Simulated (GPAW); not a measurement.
# Magnetic state of 1 ML Ni on Cu(111), fcc site, 1 substrate layers from several starts

Does 1 ML Ni on Cu(111), fcc site, 1 substrate layers prefer parallel or opposed moments, or none?

Calculated with GPAW 26.7.0; LDA; plane waves with GPAW's PAW setups, scalar-relativistic.

This is a report of a sequence of runs, with the program logs left out and the cost of each run kept.

**1. The structure**

The cell holds 2 atoms: 1 Cu and 1 Ni. Cell: a = 2.556 Å, b = 2.556 Å, c = 16.040 Å, α = 90.0°, β = 90.0°, γ = 120.0°. pseudomorphic film on the measured substrate lattice, hard-sphere layer spacings, unrelaxed, 14 A of vacuum. Vacuum lies along c.

**2. Order 1, typed as ferro +**

The parallel start comes first: it fits the smallest cell, keeps the most symmetry and shows whether parallel moments form.

Contents of order1.py:

```python
import json
import numpy as np
from ase import Atoms
from ase.parallel import paropen, parprint
from gpaw import GPAW

atoms = Atoms(['Cu', 'Ni'],
    cell=[[2.556191, 0.0, 0.0],
         [-1.278096, 2.213726, 0.0],
         [0.0, 0.0, 16.040286]],
    scaled_positions=[[0.0, 0.0, 0.436401],
         [0.666667, 0.333333, 0.563599]],
    pbc=True,
    magmoms=[0.0, 1.0])
atoms.calc = GPAW(mode={'name': 'pw', 'ecut': 550},
    xc='LDA',
    kpts={'size': (12, 12, 1), 'gamma': True},
    occupations={'name': 'fermi-dirac', 'width': 0.05},
    convergence={'density': 1e-05, 'energy': 1e-05},
    maxiter=200,
    symmetry={'tolerance': 1e-4},
    txt='order1.txt')
e = atoms.get_potential_energy(force_consistent=True)
res = {'free_energy': e, 'energy_sigma0': atoms.get_potential_energy(), 'fermi_energy': atoms.calc.get_fermi_level()}
res['moments'] = atoms.get_magnetic_moments().tolist()
res['total'] = atoms.get_magnetic_moment()
parprint('site moments (muB):', np.round(res['moments'], 3))
parprint(f"total moment: {res['total']:.3f} muB")
parprint(f'free energy: {e:.6f} eV')
atoms.calc.write('order1.gpw')
with paropen('results.json', 'w') as f:
    json.dump(res, f)
```

On the command line:

```console
> OMP_NUM_THREADS=1 mpirun -n 4 gpaw python order1.py > order1.log
```

Elapsed: 10 s, on 4 MPI ranks of AMD EPYC 9R14 (Zen 4), shared host; peak memory 0.8 GiB; 41 s of CPU time.

Numbers from this step:

* magnetization: 0.6191 μB
* final state: ferromagnetic
* largest moment: 0.6222 μB

After 19 cycles the largest moment stands at 0.622 μB.

**3. Order 2, typed as antiferro q=(0,1/2,0) +-**

Another pattern of signs weighs the neighbour shells otherwise.

The cell is doubled to 4 atoms to hold this order. Its mesh is chosen so that both cells sample the same points.

Contents of order2.py:

```python
import json
import numpy as np
from ase import Atoms
from ase.parallel import paropen, parprint
from gpaw import GPAW

atoms = Atoms(['Cu', 'Cu', 'Ni', 'Ni'],
    cell=[[2.556191, 0.0, 0.0],
         [-2.556192, 4.427452, 0.0],
         [0.0, 0.0, 16.040286]],
    scaled_positions=[[0.0, 0.0, 0.436401],
         [0.0, 0.5, 0.436401],
         [0.666667, 0.1666665, 0.563599],
         [0.666667, 0.6666665, 0.563599]],
    pbc=True,
    magmoms=[0.0, 0.0, 1.0, -1.0])
atoms.calc = GPAW(mode={'name': 'pw', 'ecut': 550},
    xc='LDA',
    kpts={'size': (12, 6, 1), 'gamma': True},
    occupations={'name': 'fermi-dirac', 'width': 0.05},
    convergence={'density': 1e-05, 'energy': 1e-05},
    maxiter=200,
    symmetry={'tolerance': 1e-4},
    txt='order2.txt')
e = atoms.get_potential_energy(force_consistent=True)
res = {'free_energy': e, 'energy_sigma0': atoms.get_potential_energy(), 'fermi_energy': atoms.calc.get_fermi_level()}
res['moments'] = atoms.get_magnetic_moments().tolist()
res['total'] = atoms.get_magnetic_moment()
parprint('site moments (muB):', np.round(res['moments'], 3))
parprint(f"total moment: {res['total']:.3f} muB")
parprint(f'free energy: {e:.6f} eV')
atoms.calc.write('order2.gpw')
with paropen('results.json', 'w') as f:
    json.dump(res, f)
```

On the command line:

```console
> OMP_NUM_THREADS=1 mpirun -n 4 gpaw python order2.py > order2.log
```

Run time: 58 s. Hardware: 4 MPI ranks; peak memory 1.2 GiB.

Spin moment in the augmentation sphere by atom:

```
atom  spin moment in the augmentation sphere (μB)
 Cu1                                       0.0000
 Cu2                                       0.0000
 Ni3                                      -0.0001
 Ni4                                       0.0000
```

Read from the output:

* final state: non-magnetic

It lies 5.66 meV a seeded atom under the first start.

**4. Order 3, typed as no spin polarisation**

Without spin polarisation no moment can form, so the difference from the other runs is what forming moments gains.

Contents of nospin.py:

```python
import json
import numpy as np
from ase import Atoms
from ase.parallel import paropen, parprint
from gpaw import GPAW

atoms = Atoms(['Cu', 'Ni'],
    cell=[[2.556191, 0.0, 0.0],
         [-1.278096, 2.213726, 0.0],
         [0.0, 0.0, 16.040286]],
    scaled_positions=[[0.0, 0.0, 0.436401],
         [0.666667, 0.333333, 0.563599]],
    pbc=True)
atoms.calc = GPAW(mode={'name': 'pw', 'ecut': 550},
    xc='LDA',
    kpts={'size': (12, 12, 1), 'gamma': True},
    occupations={'name': 'fermi-dirac', 'width': 0.05},
    convergence={'density': 1e-05, 'energy': 1e-05},
    maxiter=200,
    symmetry={'tolerance': 1e-4},
    txt='nospin.txt')
e = atoms.get_potential_energy(force_consistent=True)
res = {'free_energy': e, 'energy_sigma0': atoms.get_potential_energy(), 'fermi_energy': atoms.calc.get_fermi_level()}
parprint(f'free energy: {e:.6f} eV')
atoms.calc.write('nospin.gpw')
with paropen('results.json', 'w') as f:
    json.dump(res, f)
```

On the command line:

```console
> OMP_NUM_THREADS=1 mpirun -n 4 gpaw python nospin.py > nospin.log
```

Wall time 6.3 s (4 MPI ranks); peak memory 0.74 GiB; 24 s of CPU time.

Read from the output:

```
final state : non-magnetic (no spin polarisation)
```

It lies 5.65 meV a seeded atom under the first start.

**5. Another try**

A slip in the input shows what the program catches and what it lets pass.

Contents of run.py:

```python
import json
import numpy as np
from ase import Atoms
from ase.parallel import paropen, parprint
from gpaw import GPAW

atoms = Atoms(['Cu', 'Ni'],
    cell=[[2.556191, 0.0, 0.0],
         [-1.278096, 2.213726, 0.0],
         [0.0, 0.0, 16.040286]],
    scaled_positions=[[0.0, 0.0, 0.436401],
         [0.666667, 0.333333, 0.563599]],
    pbc=True,
    magmoms=[0.0, 1.0])
atoms.calc = GPAW(mode={'name': 'pw', 'ecut': 80},
    xc='LDA',
    kpts={'size': (12, 12, 1), 'gamma': True},
    occupations={'name': 'fermi-dirac', 'width': 0.05},
    convergence={'density': 1e-05, 'energy': 1e-05},
    maxiter=100,
    symmetry={'tolerance': 1e-4},
    txt='run.txt')
e = atoms.get_potential_energy(force_consistent=True)
res = {'free_energy': e, 'energy_sigma0': atoms.get_potential_energy(), 'fermi_energy': atoms.calc.get_fermi_level()}
res['moments'] = atoms.get_magnetic_moments().tolist()
res['total'] = atoms.get_magnetic_moment()
parprint('site moments (muB):', np.round(res['moments'], 3))
parprint(f"total moment: {res['total']:.3f} muB")
parprint(f'free energy: {e:.6f} eV')
atoms.calc.write('run.gpw')
with paropen('results.json', 'w') as f:
    json.dump(res, f)
```

On the command line:

```console
> OMP_NUM_THREADS=1 mpirun -n 4 gpaw python run.py > run.log
```

It took 4.4 s on 4 MPI ranks; peak memory 0.59 GiB.

The run converged, but its input is faulty, so its numbers are not to be trusted.

The fault in the input: a cutoff far too low.

The largest moment is 0 μB against 0.622 μB in the first run, and the free energy lies +692 eV from it.

So small a basis of waves describes the states badly; the cutoff must rise until moments and differences stand still.

**6. The states side by side**

Energies are divided by the number of seeded atoms, so that cells of unlike size compare. Wavevectors q in the names are fractions of the reciprocal vectors of the first run's cell.

Orders:

```
                   start    final state  typed order kept  energy over the lowest (meV a seeded atom)  largest site moment (μB)  net moment (μB a primitive cell)  mesh matched  CPU time (s)
                 ferro +  ferromagnetic               yes                                       5.658                    0.6222                            0.6191           yes         40.59
antiferro q=(0,1/2,0) +-   non-magnetic                no                                           0                   1.43e-4                           7.57e-5           yes         231.2
    no spin polarisation   non-magnetic                 -                                    0.009849                         0                                 0           yes         24.22
```

**7. Outcome**

```
lowest state found  : non-magnetic (typed antiferro q=(0,1/2,0) +-)
largest site moment : 1.4e-4 μB
next state          : ferromagnetic, 5.66 meV a seeded atom higher
```

What this shows: The lowest state carries no moment above 0.15 μB; states with moments lie higher. The next state costs 5.7 meV a seeded atom. 1 start left the typed pattern (a sign turned or a seeded moment died), so such an energy belongs to the state reached, not the one typed. This is the lowest of 3 finished starts, no proof of the ground state.

[Long decimals in the printed logs are rounded to 6 places.]

[Logs and program files are shortened in this print: banners, set-up blocks, solver, clock and traceback lines can be left out without a mark of their own.]

[Logs are printed without paths, hosts, clocks, repeated set-up lines and the standing remarks that a program may print on its own settings, such as how far it seeks lower states.]

[Hosts, paths, dates, database ids (printed as entryN), source tags and the programs' standing remarks are cut or masked in the printed files.]

[Where the starting crystal was built by hand or by swapping elements, it need not be the compound's stable phase.]

[Where a cell is said to come from a database of computed structures, the database is the Materials Project.]

[Runs that the program refused, that were killed for memory or that had too few empty states are not shown or counted.]

[Lattice constants of own cells that a recipe calls measured were typed without a cited source.]
